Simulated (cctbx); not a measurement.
## NdAl2ZnCu: as given, inverted or twinned?

Space group I4mm (no. 107), a = 4.1440 Å, b = 4.1440 Å, c = 10.9000 Å, α = 90.00°, β = 90.00°, γ = 90.00°.

```
atom  mult.    x    y       z  Ueq (Å²)
 Nd1      2  1/2  1/2  0.4964    0.0132
 Zn1      2    0    0  0.4077    0.0146
 Cu1      2  1/2  1/2  0.1323    0.0146
 Al1      4    0  1/2  0.2542    0.0197
```

This is a model crystal, built by substitution and not relaxed, with assumed displacement parameters.

Data sets are simulated with cctbx and refined with Bijvoet mates kept apart; Flack x is then fitted as the share of an inverted twin with the atoms fixed, Hooft y from the Bijvoet differences. The group is acentric but holds improper operations, so there is an absolute structure (orientation) and no hand.

Untwinned crystal. What Flack and Hooft values should come out?

```csv
λ (Å),extinction (unmodelled),d min (Å),top counts,error (%),model,R1,Flack x,s.u.,Hooft y,s.u.,pairs
0.71073,0.1,0.77,5000,6,as given,0.0179,-0.12,0.08,-0.190,0.094,77
0.71073,0.1,0.77,5000,6,inverted,0.0242,1.12,0.09,1.206,0.096,77
1.54184,0,0.83,40000,4,as given,0.0077,0.001,0.001,-0.001,0.004,62
```

With Mo Kα, x is within 3 s.u. of 0, so the absolute structure is right, though an s.u. above 0.04 can't exclude a small twin share. With Cu Kα, x is within 3 s.u. of 0, so the absolute structure is right. Inverting the model turns x into about 1 − x.

A further crystal gives:

```
  λ (Å)  extinction (unmodelled)  d min (Å)  top counts  error (%)     model      R1  Flack x  s.u.  Hooft y   s.u.  pairs
0.56087                        0       0.65       70000          2  as given  0.0095     0.79  0.02    0.803  0.026    119
```

**Question.** What is it?

It was simulated as an inversion twin with a fraction 0.8 of the inverted domain. Flack x is over 3 s.u. from both 0 and 1 and reads that fraction.

[Logs are printed without paths, hosts, clocks, repeated set-up lines and the standing remarks that a program may print on its own settings, such as how far it seeks lower states.]
